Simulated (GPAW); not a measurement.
# Work function of Mg/Al(111) at several levels, part 2 of 2

Aim: the work function of both faces of Mg/Al(111), and its spread over functionals and bases.

GPAW 26.7.0; GPAW, PAW setups; slab in vacuum, relaxation (the session's first sound run).

So far, upper work function (eV): step 2 (relaxing the atoms, PBE, GPAW) 3.75; step 3 (plane waves, PBE) 3.75; step 4 (self-consistent run: xc = "vdW-DF2", GPAW, PAW setups, GPAW) 3.88.

## Step 5: Self-consistent run: xc = "LDA"

The same geometry under LDA, to see how far the functional moves the levels against the vacuum.

Contents of run.py:

```python
import json
import numpy as np
from ase import Atoms
from gpaw import GPAW, PW

slab = Atoms(
    ['Al', 'Al', 'Al', 'Al', 'Mg'],
    positions=[
        [0.00000, 0.00000, 7.00000],
        [1.43189, 0.82670, 9.33827],
        [2.86378, 1.66182, 11.64864],
        [0.00000, 0.00925, 14.00502],
        [1.43189, 0.83251, 16.56767]],
    cell=[[2.86378, 0.0, 0.0], [1.43189, 2.48011, 0.0], [0.0, 0.0, 23.36378]],
    pbc=[True, True, False])

slab.calc = GPAW(mode=PW(400), xc='LDA', kpts={'size': (13, 13, 1), 'gamma': True},
                 occupations={'name': 'fermi-dirac', 'width': 0.1}, nbands='200%',
                 convergence={'density': 1e-05}, maxiter=200,
                 poissonsolver={'dipolelayer': 'xy'},
                 symmetry={'tolerance': 1e-3}, txt='slab.txt')
result = {}
energy = slab.get_potential_energy()
fermi = slab.calc.get_fermi_level()
v = slab.calc.get_electrostatic_potential().mean((0, 1)) - fermi
n = slab.calc.get_pseudo_density().mean((0, 1))
L = slab.cell[2, 2]
z = np.arange(len(v)) * L / len(v)
low, high = slab.positions[:, 2].min(), slab.positions[:, 2].max()
below, above = np.interp([low - 4.8, high + 4.8], z, v)
slopes = [np.interp(x, z, np.gradient(v, z)) for x in (low - 4.8, high + 4.8)]
eps = np.array([[slab.calc.get_eigenvalues(k, s) for k in range(len(slab.calc.get_ibz_k_points()))]
                for s in range(slab.calc.get_number_of_spins())]) - fermi
top, bottom = eps[eps < 0].max(), eps[eps > 0].min()
dipole = slab.get_dipole_moment()[2]
print(f'energy {energy:.4f} eV, Fermi level {fermi:.4f} eV, dipole {dipole:.5f} e A')
print(f'potential 4.8 A off the faces, from the Fermi level: lower {below:.4f} eV, upper {above:.4f} eV')
print(f'slope of the potential there: lower {slopes[0]:.5f}, upper {slopes[1]:.5f} eV/A')
print(f'nearest levels on the mesh: {top:.4f} and {bottom:.4f} eV')
print('magnetic moment', round(slab.get_magnetic_moment(), 3))
result.update(energy=energy, fermi=fermi, dipole=dipole, below=below, above=above, slopes=slopes, edges=[top, bottom],
              z=z.tolist(), v=v.tolist(), n=n.tolist(), positions=slab.positions.tolist(),
              forces=slab.get_forces(apply_constraint=False).tolist(), moments=slab.get_magnetic_moments().tolist())
json.dump(result, open('result.json', 'w'))
```

Started as:

```console
$ OMP_NUM_THREADS=1 OPENBLAS_NUM_THREADS=1 python run.py
```

Run time: 45 s. Hardware: 1 thread of Intel Xeon Platinum 8488C (Sapphire Rapids), shared host; peak memory 0.24 GiB.

This step gave:

```yaml
dipole_along_the_normal: 0.01428 e·Å
levels_nearest_the_fermi_level_on_the_mesh: -0.07680, 0.03284 eV from the Fermi level
upper_work_function: 3.888 eV
```

Table of electrostatic potential energy of an electron (without an applied field's), less the Fermi level, planar mean by z:

```
z (Å)  electrostatic potential energy of an electron (without an applied field's), less the Fermi level, planar mean (eV)
  0.0                                                                                                                4.07
  0.5                                                                                                                4.25
  1.0                                                                                                                4.25
  1.5                                                                                                                4.25
  2.0                                                                                                                4.25
  2.5                                                                                                                4.25
  3.0                                                                                                                4.25
  3.5                                                                                                                4.24
  4.0                                                                                                                4.22
  4.5                                                                                                                4.14
  5.0                                                                                                                3.87
  5.5                                                                                                                2.96
  6.0                                                                                                              0.0760
  6.5                                                                                                               -7.45
  7.0                                                                                                               -15.5
  7.5                                                                                                               -7.55
  8.0                                                                                                              -0.809
  8.5                                                                                                               -2.10
  9.0                                                                                                               -11.1
  9.5                                                                                                               -14.4
 10.0                                                                                                               -4.51
 10.5                                                                                                              -0.460
 11.0                                                                                                               -4.73
 11.5                                                                                                               -14.6
 12.0                                                                                                               -10.8
 12.5                                                                                                               -1.96
 13.0                                                                                                              -0.743
 13.5                                                                                                               -7.45
 14.0                                                                                                               -15.6
 14.5                                                                                                               -7.57
 15.0                                                                                                              -0.391
 15.5                                                                                                               0.181
 16.0                                                                                                               -4.80
 16.5                                                                                                               -12.5
 17.0                                                                                                               -7.26
 17.5                                                                                                              -0.640
 18.0                                                                                                                2.24
 18.5                                                                                                                3.34
 19.0                                                                                                                3.71
 19.5                                                                                                                3.83
 20.0                                                                                                                3.87
 20.5                                                                                                                3.88
 21.0                                                                                                                3.89
 21.5                                                                                                                3.89
 22.0                                                                                                                3.89
 22.5                                                                                                                3.89
 23.0                                                                                                                3.91
```

The upper face's work function is 3.888 eV, against 3.749 eV in the first plane-wave PBE run at this geometry.

## Step 6: Self-consistent run: xc = "RPBE"

The same geometry under RPBE, to see how far the functional moves the levels against the vacuum.

Changes to run.py since step 5:

```diff
@@ -16,3 +16,3 @@
 
-slab.calc = GPAW(mode=PW(400), xc='LDA', kpts={'size': (13, 13, 1), 'gamma': True},
+slab.calc = GPAW(mode=PW(400), xc='RPBE', kpts={'size': (13, 13, 1), 'gamma': True},
                  occupations={'name': 'fermi-dirac', 'width': 0.1}, nbands='200%',
```

Run time: 49 s. Hardware: 1 thread; peak memory 0.24 GiB.

This step gave:

| Property | Result |
| --- | --- |
| dipole along the normal | 0.01300 e·Å |
| levels nearest the Fermi level on the mesh | -0.07434, 0.02662 eV from the Fermi level |
| upper work function | 3.682 eV |
| lower work function | 4.013 eV |

The upper face's work function is 3.682 eV, against 3.749 eV in the first plane-wave PBE run at this geometry.

## Step 7: OptPBE vdW: xc = "optPBE-vdW"

The same geometry under optPBE-vdW, to see how far the functional moves the levels against the vacuum (the van der Waals functionals take revPBE setups).

Changes to run.py since step 6:

```diff
@@ -16,3 +16,3 @@
 
-slab.calc = GPAW(mode=PW(400), xc='RPBE', kpts={'size': (13, 13, 1), 'gamma': True},
+slab.calc = GPAW(mode=PW(400), xc='optPBE-vdW', kpts={'size': (13, 13, 1), 'gamma': True},
                  occupations={'name': 'fermi-dirac', 'width': 0.1}, nbands='200%',
```

The job ended after 58 s (1 thread; peak memory 0.36 GiB).

Numbers from this step:

```
dipole along the normal                    : 0.01404 e·Å
levels nearest the Fermi level on the mesh : -0.07876, 0.02943 eV from the Fermi level
upper work function                        : 3.853 eV
lower work function                        : 4.211 eV
```

The upper face's work function is 3.853 eV, against 3.749 eV in the first plane-wave PBE run at this geometry.

## Step 8: Self-consistent run: xc = "revPBE"

The same geometry under revPBE, to see how far the functional moves the levels against the vacuum.

Changes to run.py since step 7:

```diff
@@ -16,3 +16,3 @@
 
-slab.calc = GPAW(mode=PW(400), xc='optPBE-vdW', kpts={'size': (13, 13, 1), 'gamma': True},
+slab.calc = GPAW(mode=PW(400), xc='revPBE', kpts={'size': (13, 13, 1), 'gamma': True},
                  occupations={'name': 'fermi-dirac', 'width': 0.1}, nbands='200%',
```

Wall time 49 s (1 thread); peak memory 0.24 GiB.

Numbers from this step:

- dipole along the normal: 0.01298 e·Å
- levels nearest the Fermi level on the mesh: -0.07473, 0.02787 eV from the Fermi level
- upper work function: 3.683 eV
- lower work function: 4.013 eV

The upper face's work function is 3.683 eV, against 3.749 eV in the first plane-wave PBE run at this geometry.

## Step 9: Real-space grid: mode = "fd"

A real-space grid is a second complete basis, so it checks the plane-wave result.

Changes to run.py since step 8:

```diff
@@ -3,3 +3,3 @@
 from ase import Atoms
-from gpaw import GPAW, PW
+from gpaw import GPAW
 
@@ -16,3 +16,3 @@
 
-slab.calc = GPAW(mode=PW(400), xc='revPBE', kpts={'size': (13, 13, 1), 'gamma': True},
+slab.calc = GPAW(mode='fd', h=0.18, xc='PBE', kpts={'size': (13, 13, 1), 'gamma': True},
                  occupations={'name': 'fermi-dirac', 'width': 0.1}, nbands='200%',
```

Run time: 2.9 min. Hardware: 1 thread; peak memory 0.58 GiB.

This step gave:

```
dipole along the normal                    : 0.01322 e·Å
levels nearest the Fermi level on the mesh : -0.07509, 0.02941 eV from the Fermi level
upper work function                        : 3.749 eV
lower work function                        : 4.086 eV
```

The electrostatic potential energy of an electron (without an applied field's), less the Fermi level, planar mean oscillates, so the rows of the table below give means over windows of 2.37 Å about each position, cut where the curve ends. Its maxima inside the range that stand out by 2 % of the span (Å: eV): 8.2: -0.531, 10.5: -0.614, 12.9: -0.436, 15.3: 0.501. Its minima: 7.0: -15.8, 9.3: -15.9, 11.7: -15.9, 14.0: -15.9, 16.6: -13.0.

Electrostatic potential energy of an electron (without an applied field's), less the Fermi level, planar mean against z; means over each step:

z (Å), electrostatic potential energy of an electron (without an applied field's), less the Fermi level, planar mean (eV) and a bar from the least value:
```
     1.19        4.1 ##############################
     3.56        4.1 ##############################
     5.93       -2.6 ############
     8.29       -7.2 
    10.67       -7.4 
    13.04       -7.1 #
    15.41       -4.9 #######
    17.77       -1.2 ################
    20.14        3.7 #############################
    22.52        3.7 #############################
```

The upper face's work function is 3.749 eV, against 3.749 eV in the first plane-wave PBE run at this geometry.

## Step 10: Atomic orbitals: mode = "lcao"

Atom-centred orbitals end a few angstrom from the surface, which tests how much the density's tail matters.

Changes to run.py since step 9:

```diff
@@ -16,4 +16,4 @@
 
-slab.calc = GPAW(mode='fd', h=0.18, xc='PBE', kpts={'size': (13, 13, 1), 'gamma': True},
-                 occupations={'name': 'fermi-dirac', 'width': 0.1}, nbands='200%',
+slab.calc = GPAW(mode='lcao', basis='dzp', h=0.18, xc='PBE', kpts={'size': (13, 13, 1), 'gamma': True},
+                 occupations={'name': 'fermi-dirac', 'width': 0.1}, nbands='120%',
                  convergence={'density': 1e-05}, maxiter=200,
```

Elapsed: 18 min, on 1 thread; peak memory 0.28 GiB.

This step gave:

| Property | Result |
| --- | --- |
| dipole along the normal | 0.009368 e·Å |
| levels nearest the Fermi level on the mesh | -0.08559, 0.04223 eV from the Fermi level |
| upper work function | 3.781 eV |
| lower work function | 4.020 eV |

The upper face's work function is 3.781 eV, against 3.749 eV in the first plane-wave PBE run at this geometry.

## Step 11: Cost and result by level

Times are for 1 thread of Intel Xeon Platinum 8488C (Sapphire Rapids), shared host. The runs compared:

```
no.         run  upper work function (eV)  lower work function (eV)     time  memory (GiB)
  1          pw                     3.749                     4.086     50 s          0.24
  2     vdW DF2                     3.880                     4.251     62 s          0.36
  3         LDA                     3.888                     4.251     45 s          0.24
  4        RPBE                     3.682                     4.013     49 s          0.24
  5  optPBE vdW                     3.853                     4.211     58 s          0.36
  6      revPBE                     3.683                     4.013     49 s          0.24
  7          fd                     3.749                     4.086  2.9 min          0.58
  8        lcao                     3.781                     4.020   18 min          0.28
```

## Step 12: Side by side

Results and costs are gathered.

This step: comparison of work functions, dipole and cost (GPAW 26.7.0).

Ladder, by row:

```
      step  code  work function, upper (eV)  work function, lower (eV)  dipole (e Å)  wall time (s)  peak memory (GiB)  threads
        pw  GPAW                      3.749                      4.086       0.01325          50.03               0.24        1
   vdW-DF2  GPAW                       3.88                      4.251       0.01457          62.23               0.36        1
       LDA  GPAW                      3.888                      4.251       0.01428          45.23               0.24        1
      RPBE  GPAW                      3.682                      4.013         0.013          48.74               0.24        1
optPBE-vdW  GPAW                      3.853                      4.211       0.01404          58.06               0.36        1
    revPBE  GPAW                      3.683                      4.013       0.01298          48.58               0.24        1
        fd  GPAW                      3.749                      4.086       0.01322          175.2               0.58        1
      lcao  GPAW                      3.781                       4.02      0.009368           1090               0.28        1
```

## Step 13: What came out

```
work function, upper and lower face : 3.749 and 4.086 eV
dipole along the normal             : 0.0132 e Å
```

What this shows: With plane waves and PBE the work function is 3.75 eV on the upper face and 4.09 eV on the lower. The two faces differ by 0.34 eV, the step that the slab's dipole makes (e p/(ε0 A) gives 0.34 eV), so the dipole layer is needed. Over the sound runs of the table the upper face's work function spans 3.682 (RPBE) to 3.888 eV (LDA). The cell of 7.10 Å² holds one Mg, started on one chosen site; other sites and coverages weren't tried. The in-plane lattice was kept as typed, which isn't the functional's own and leaves some strain; spin-orbit coupling and temperature are left out.

[Logs are printed without paths, hosts, clocks, repeated set-up lines and the standing remarks that a program may print on its own settings, such as how far it seeks lower states.]

[Hosts, paths, dates, database ids (printed as entryN), source tags and the programs' standing remarks are cut or masked in the printed files.]
